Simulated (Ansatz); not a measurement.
# BMoPd in the AlB2 type: lattice stability ahead of a resistivity run

Question: is the lattice of BMoPd in the AlB2 type stable, and if so, what are its coupling constant and resistivity?

Program: Ansatz 0.2.0. Level of theory: DFT PBEsol, scalar-relativistic, plane waves, PAW; PAW set soft_1. Results are calculated unless marked as measured.

Report form: the programs' logs are mostly left out.

The structure was built from a prototype and need not be the compound's stable phase.

## Step 1: Set-up

It takes space group P-6m2 (No. 187, hexagonal). Conventional cell: a = 3.450 Å, b = 3.450 Å, c = 3.623 Å, α = 90.00°, β = 90.00°, γ = 120.00°. Nearest to Mo lie 6 B at 2.69 Å and 6 Pd at 2.69 Å. B has 3 Pd at 1.99 Å and 6 Mo at 2.69 Å nearest. Pd has 3 B at 1.99 Å and 6 Mo at 2.69 Å nearest. Farther neighbours are not listed.

## Step 2: Relaxation

The structure is brought to rest under this functional.

The input, input.yaml:

```yaml
crystal:
  lattice:
    - [3.45011, 0.0, 0.0]
    - [-1.72506, 2.98789, 0.0]
    - [0.0, 0.0, 3.62262]
  atoms:
    - { symbol: Mo, position: [0.0, 0.0, 0.0] }
    - { symbol: B, position: [0.33333333, 0.66666667, 0.5] }
    - { symbol: Pd, position: [0.66666667, 0.33333333, 0.5] }
kpoints:
  mp_grid: { grid: [12, 12, 8] }
hamiltonian:
  xc: pbesol
  pseudopotentials: { kind: paw, azcp: { folder: soft_1 }, xc_functional: pbe }
scf:
  occupations: { method: gaussian, width: 0.1 }
output:
  forces: true
  stress: true
  eigenvalues: true
relax:
  adjacent_minimum: "off"
  f_tol: 0.005
  max_steps: 80
  cell: { stress_tol: 0.05 }
```

Command:

```
$ ansatz run input.yaml --threads 4 --pin off --max-ram 12288MiB --backend cpu --events-out ev --progress --plain --runs-dir out
```

The job ended after 18 s (4 threads of AMD EPYC 7B13 (Zen 3), shared host; peak memory 0.5 GiB).

The steps of the relaxation:

```
step  energy less that of the first step (eV)  largest force component (eV/Å)  pressure (GPa)  volume (Å³)
   1                                   0.0000                          0.0000            6.76        37.34
   2                                  -0.1180                          0.0000            2.57        37.64
   3                                  -0.2374                          0.0000            2.21        37.30
   4                                  -0.3382                          0.0000           -0.81        37.27
   5                                  -0.3792                          0.0000            6.07        36.06
   6                                  -0.4308                          0.0000           -0.65        36.64
   7                                  -0.4206                          0.0000            0.31        36.35
   8                                  -0.4323                          0.0000           -0.09        36.53
   9                                  -0.4325                          0.0000           -0.01        36.50
 10*                                  -0.4421                          0.0000            0.44        36.50
  11                                  -0.4424                          0.0000           -0.02        36.55
 12*                                  -0.4424                          0.0000           -0.02        36.55
```

Relaxation steps marked * repeat the geometry before them on a plane-wave basis chosen anew for their cell, so energy and pressure can jump there. Relaxation step 7 was tried and not accepted.

Forces are held to the 12 operations that the run works with; a distortion that breaks them can't arise in this run.

```
     cell as run  before  after   change
           a (Å)   3.450  3.876  +12.4 %
           b (Å)   3.450  3.876  +12.4 %
           c (Å)   3.623  2.808  -22.5 %
volume (Å³/atom)   12.45  12.18   -2.1 %
```

Final coordinates:

```
Mo B Pd
1.0
     3.87645    0.00000    0.00000
    -1.93823    3.35710    0.00000
     0.00000    0.00000    2.80837
Mo B Pd
1 1 1
Direct
  0.00000 0.00000 0.00000
  0.33333 0.66667 0.50000
  0.66667 0.33333 0.50000
```

This step gave:

| Property | Result |
| --- | --- |
| pressure | -0.01748 GPa |
| volume per atom | 12.18 Å³/atom |
| metallic on mesh | yes |
| gap on the k-mesh | 0 eV |

The largest force is now zero by symmetry and the largest stress component 0.027 GPa.

## Step 3: Tight relaxation

No force is left; the cell is relaxed once more with another smearing and tight thresholds.

input.yaml, the sections that differ from step 2:

```yaml
crystal:
  lattice:
    - [3.876448078, 3.2435e-06, 0.0]
    - [-1.9382268479, 3.3571008903, 0.0]
    - [0.0, 0.0, 2.8083658338]
  atoms:
    - { symbol: Mo, position: [0.0, 0.0, 0.0] }
    - { symbol: B, position: [0.3333333333, 0.6666666667, 0.5] }
    - { symbol: Pd, position: [0.6666666667, 0.3333333333, 0.5] }
kpoints:
  mp_grid: { grid: [9, 9, 10] }
scf:
  occupations: { method: methfessel_paxton, width: 0.2 }
relax:
  adjacent_minimum: "off"
  f_tol: 0.001
  max_steps: 60
  cell: { stress_tol: 0.01 }
# hamiltonian, output: as in step 2
```

Run time: 5.4 s. Hardware: 4 threads; peak memory 0.47 GiB; 19 s of CPU time.

Relaxation path:

```
step  energy less that of the first step (eV)  largest force component (eV/Å)  pressure (GPa)  volume (Å³)
   1                                   0.0000                          0.0000           -0.15        36.55
   2                                  -0.0005                          0.0000           -0.21        36.57
   3                                  -0.0005                          0.0000            0.20        36.52
   4                                  -0.0005                          0.0000            0.00        36.54
   5                                  -0.0005                          0.0000            0.00        36.54
```

The log counts 1 steps on a newly chosen plane-wave basis, not all of them marked here; energy and pressure can jump at such steps.

```
conventional cell, symmetrised  before  after  change
                         a (Å)   3.876  3.869  -0.2 %
                         b (Å)   3.876  3.869  -0.2 %
                         c (Å)   2.808  2.820  +0.4 %
              volume (Å³/atom)   12.18  12.18  -0.0 %
```

Final coordinates:

```cif
data_structure
_symmetry_space_group_name_H-M 'P 1'
_symmetry_Int_Tables_number 1
_cell_length_a 3.8686
_cell_length_b 3.8686
_cell_length_c 2.8195
_cell_angle_alpha 90.000
_cell_angle_beta 90.000
_cell_angle_gamma 120.000
_cell_volume 36.54
loop_
_atom_site_label
_atom_site_type_symbol
_atom_site_fract_x
_atom_site_fract_y
_atom_site_fract_z
_atom_site_occupancy
Mo1 Mo 0.00000 0.00000 0.00000 1
B2 B 0.33333 0.66667 0.50000 1
Pd3 Pd 0.66667 0.33333 0.50000 1
```

This step gave:

```
pressure : 6.39e-4 GPa
```

The largest force is now zero by symmetry and the largest stress component 0.0023 GPa, small enough for phonons.

## Step 4: Phonons: q 2×2×2, k 6×6×6

Couplings are defined for a stable lattice alone, so phonons come first.

The input, input.yaml:

```yaml
crystal:
  lattice:
    - [3.868604257, 3.2369e-06, 0.0]
    - [-1.9343049318, 3.3503079453, 0.0]
    - [0.0, 0.0, 2.8195381359]
  atoms:
    - { symbol: Mo, position: [0.0, 0.0, 0.0] }
    - { symbol: B, position: [0.3333333333, 0.6666666667, 0.5] }
    - { symbol: Pd, position: [0.6666666667, 0.3333333333, 0.5] }
kpoints:
  mp_grid: { grid: [6, 6, 6] }
hamiltonian:
  xc: pbesol
  pseudopotentials: { kind: paw, azcp: { folder: soft_1 }, xc_functional: pbe }
scf:
  occupations: { method: methfessel_paxton, width: 0.2 }
output:
  eigenvalues: true
phonons:
  method: dfpt
  qmesh: [2, 2, 2]
  temperatures: { t_max: 1000, t_step: 50 }
  qpath:
    path:
      - [[0.0, 0.0, 0.0], [0.5, 0.0, 0.0], [0.33333333, 0.33333333, 0.0], [0.0, 0.0, 0.0], [0.0, 0.0, 0.5], [0.5, 0.0, 0.5], [0.33333333, 0.33333333, 0.5], [0.0, 0.0, 0.5]]
      - [[0.5, 0.0, 0.5], [0.5, 0.0, 0.0]]
      - [[0.33333333, 0.33333333, 0.5], [0.33333333, 0.33333333, 0.0]]
    npoints: 10
```

It took 40 s on 4 threads; peak memory 0.63 GiB.

Numbers from this step:

* share of imaginary modes in the plain interpolation between solved wavevectors: 0.1348
* highest frequency, solved or plainly interpolated: 463.9 cm⁻¹

Solved on the 2×2×2 mesh alone; all other wavevectors are interpolated. Phonon branches along the path, in cm⁻¹:

```
    point  branch 1  branch 2  branch 3  branch 4  branch 5  branch 6  branch 7  branch 8  branch 9
        Γ         0         0         0       106       184       226       226       446       446
  halfway        11        50       111       117       174       223       234       439       442
        M       -43        69       108       138       170       232       248       435       437
  halfway        32        82       111       140       162       203       270       426       444
        K        62        98       110       144       154       183       280       422       447
  halfway        33        56       114       122       170       215       245       434       444
        Γ         0         0         0       106       184       226       226       446       446
  halfway      -121        86       117       117       174       223       223       440       440
        A      -222       108       188       188       198       202       202       435       435
  halfway      -202       -36       128       185       192       233       237       434       450
        L      -188       -84        81       181       182       253       257       431       464
  halfway      -186       -95        56       187       199       252       252       436       460
        H      -184      -103        20       191       217       243       252       441       456
  halfway      -198       -61       113       191       191       237       239       436       451
        A      -222       108       188       188       198       202       202       435       435
jump to L      -188       -84        81       181       182       253       257       431       464
  halfway      -110       -45        93       113       210       233       253       432       450
        M       -43        69       108       138       170       232       248       435       437
jump to H      -184      -103        20       191       217       243       252       441       456
  halfway      -105        36        43       123       208       232       261       432       451
        K        62        98       110       144       154       183       280       422       447
```

Lowest modes at the softest wavevector of the mesh. Modes at q = (0.000, 0.000, 0.500), with each element's share of the kinetic energy (negative means imaginary):

```
mode  frequency (cm⁻¹)  Mo %  B %  Pd %
   1            -222.1     0   90    10
   2             107.5     0   10    90
   3             188.0     0    9    91
   4             188.0     0    9    91
   5             197.5   100    0     0
   6             201.5   100    0     0
```

Displacements in mode 1 (-222.1 cm⁻¹), the largest set to 1, in the home cell:
```
Mo1  0.00  0.00  0.00
B2   0.00  0.00  1.00
Pd3  0.00  0.00 -0.11
```

Displacements in mode 3 (188.0 cm⁻¹), the largest set to 1, in the home cell (x, y, z of the real part, then of the imaginary part):
```
Mo1  0.00  0.00  0.00  0.00  0.00  0.00
B2  -0.98  0.01  0.00  0.00  0.04  0.00
Pd3 -1.00  0.01  0.00  0.00  0.04  0.00
```

Among the solved wavevectors the lowest mode, translations apart, is -222 cm⁻¹, imaginary.

## Step 5: Lattice stability: q 3×3×2, k 6×6×8

An imaginary mode on so few k-points may come from the sampling, so the phonons are repeated with another q and k mesh.

Edit input.yaml of step 4 so:

```diff
@@ -10,3 +10,3 @@
 kpoints:
-  mp_grid: { grid: [6, 6, 6] }
+  mp_grid: { grid: [6, 6, 8] }
 hamiltonian:
@@ -20,3 +20,3 @@
   method: dfpt
-  qmesh: [2, 2, 2]
+  qmesh: [3, 3, 2]
   temperatures: { t_max: 1000, t_step: 50 }
```

Elapsed: 94 s, on 4 threads; peak memory 0.74 GiB; 5.8 min of CPU time.

Numbers from this step:

```yaml
share_of_imaginary_modes_in_the_plain_interpolation_between_solved_wavevectors: 0.1222
highest_frequency_solved_or_plainly_interpolated: 477.3 cm⁻¹
```

Solved on the 3×3×2 mesh alone; all other wavevectors are interpolated. The phonon branches at the labelled points (cm⁻¹):

```
    point  branch 1  branch 2  branch 3  branch 4  branch 5  branch 6  branch 7  branch 8  branch 9
        Γ         0         0         0       118       210       232       232       448       448
  halfway       -16        64       115       120       189       233       248       443       448
        M        35        85       121       156       170       233       253       441       447
  halfway        72        93       129       152       162       204       270       416       468
        K       104       107       135       145       153       181       278       404       477
  halfway        38        69       119       127       183       225       256       433       456
        Γ         0         0         0       118       210       232       232       448       448
  halfway       -64        93       121       121       186       231       231       441       441
        A      -199       117       190       190       214       214       215       433       433
  halfway      -198       -33       124       187       193       236       243       438       452
        L      -193       -80        79       180       185       256       257       436       467
  halfway      -186       -82        56       192       201       252       260       437       463
        H      -179       -83        28       202       217       247       263       437       460
  halfway      -196       -57       107       192       193       240       245       440       454
        A      -199       117       190       190       214       214       215       433       433
jump to L      -193       -80        79       180       185       256       257       436       467
  halfway      -104       -25       103       113       214       236       254       438       457
        M        35        85       121       156       170       233       253       441       447
jump to H      -179       -83        28       202       217       247       263       437       460
  halfway       -83        46        53       144       212       238       260       420       469
        K       104       107       135       145       153       181       278       404       477
```

Lowest modes at the softest wavevector of the mesh. Modes at q = (0.000, 0.000, 0.500), with each element's share of the kinetic energy (negative means imaginary):

```
mode  frequency (cm⁻¹)  Mo %  B %  Pd %
   1            -199.0     0   86    14
   2             116.6     0   14    86
   3             189.8     0    9    91
   4             189.8     0    9    91
   5             214.4   100    0     0
   6             214.4   100    0     0
```

Displacements in mode 1 (-199.0 cm⁻¹), the largest set to 1, in the home cell:
```
Mo1  0.00  0.00  0.00
B2   0.00  0.00  1.00
Pd3  0.00  0.00 -0.13
```

Displacements in mode 6 (214.4 cm⁻¹), the largest set to 1, in the home cell:
```
Mo1 1.00 0.00 0.00
B2  0.00 0.00 0.00
Pd3 0.00 0.00 0.00
```

Phonopy on the run's constants, 17x17x21 mesh, Gaussian sigma 5.1 cm⁻¹. Modes against wavenumber; read off at these points; values in 1/cm⁻¹/cell:

```
wavenumber (cm⁻¹)        B       Mo       Pd
           -200.0  0.00366        0   2.0e-4
           -190.4  0.00924   2.0e-5   2.7e-4
           -180.0  0.00788   2.0e-5   1.4e-4
           -160.0  0.00409   2.6e-5   5.5e-5
           -140.0  0.00161   1.0e-5   2.4e-5
           -120.0  0.00379   5.4e-5   6.0e-5
           -100.0  0.00134   5.1e-5   1.8e-5
            -80.0  0.00222  0.00246  0.00485
            -74.4  0.00137   0.0031  0.00624
            -60.0   3.9e-4  0.00256  0.00481
            -40.0  0.00235  0.00242  0.00342
            -20.0   5.5e-4  0.00191  0.00230
              0.0   5.7e-5   1.8e-4   2.5e-4
             20.0   3.6e-4  0.00181  0.00198
             40.0  0.00202  0.00767  0.00779
             60.0  0.00101  0.00743  0.00584
             80.0  0.00426   0.0100  0.00705
            100.0  0.00433  0.00925  0.00803
            113.0   0.0064  0.00774   0.0077
            120.0  0.00582  0.00828  0.00808
            140.0  0.00134  0.00945  0.00995
            160.0  0.00119  0.00807   0.0102
            180.0  0.00156  0.00956  0.00988
            200.0  0.00115  0.00975  0.00787
            220.0  0.00103   0.0152   0.0115
            240.0  0.00195   0.0275   0.0230
            246.8   0.0016   0.0247   0.0231
            260.0   7.0e-4   0.0146   0.0139
            280.0   2.1e-5   6.4e-4   9.2e-4
            300.0        0        0        0
            320.0        0        0        0
            340.0        0        0        0
            360.0        0        0        0
            380.0        0        0        0
            400.0   6.0e-4   1.3e-5   3.3e-6
            420.0  0.00899   1.4e-4   2.4e-4
            440.0   0.0546   2.5e-4  0.00320
            460.0   0.0368   1.1e-4  0.00338
            480.0  0.00161        0   1.7e-4
            500.0        0        0        0
```

No LO-TO term; unit eigenvectors of the mass-weighted matrix. Modes at Γ, with each element's share of the kinetic energy:

```
mode  frequency (cm⁻¹)  symmetry  Mo %  B %  Pd %
   1               0.0   unnamed    45    5    50
   2               0.0   unnamed    45    5    50
   3               0.0   unnamed    45    5    50
   4             117.5      A2''    37   50    13
   5             209.7      A2''    18   45    38
   6             231.7        E'    55    5    40
   7             231.7        E'    55    5    40
   8             448.0        E'     0   90    10
   9             448.0        E'     0   90    10
```

Displacements in mode 4 (117.5 cm⁻¹), the largest set to 1:
```
Mo1  0.00  0.00 -0.29
B2   0.00  0.00  1.00
Pd3  0.00  0.00  0.16
```

Displacements in mode 8 (448.0 cm⁻¹), the largest set to 1:
```
Mo1  0.01  0.00  0.00
B2   1.00  0.00  0.00
Pd3 -0.11  0.00  0.00
```

Among the solved wavevectors the lowest mode, translations apart, is -199 cm⁻¹, imaginary.

## Step 6: Outcome

```yaml
phonon_run_of_the_rows_without_a_label_of_their_own: PBEsol, q 3×3×2, k 6×6×8
softest_mode_on_the_q_mesh: -199 cm⁻¹ at q = (0, 0, 0.5)
highest_frequency_solved_or_plainly_interpolated: 477 cm⁻¹
```

The lattice is dynamically unstable at this level: a mode at q = (0, 0, 0.5) is imaginary, 199i cm⁻¹, so no harmonic coupling constant or resistivity is defined for this structure. These meshes are coarse, and single modes of a metal can move by tens of cm⁻¹ with the k mesh. The phonon runs are not spin-polarised. The PAW files were made for PBE; under other functionals the run regenerates their frozen core. The structure was built by hand as an ordered model, and its stability against other phases was not tested.

[Logs are printed without paths, hosts, clocks, repeated set-up lines and the standing remarks that a program may print on its own settings, such as how far it seeks lower states.]

[Hosts, paths, dates, database ids (printed as entryN), source tags and the programs' standing remarks are cut or masked in the printed files.]
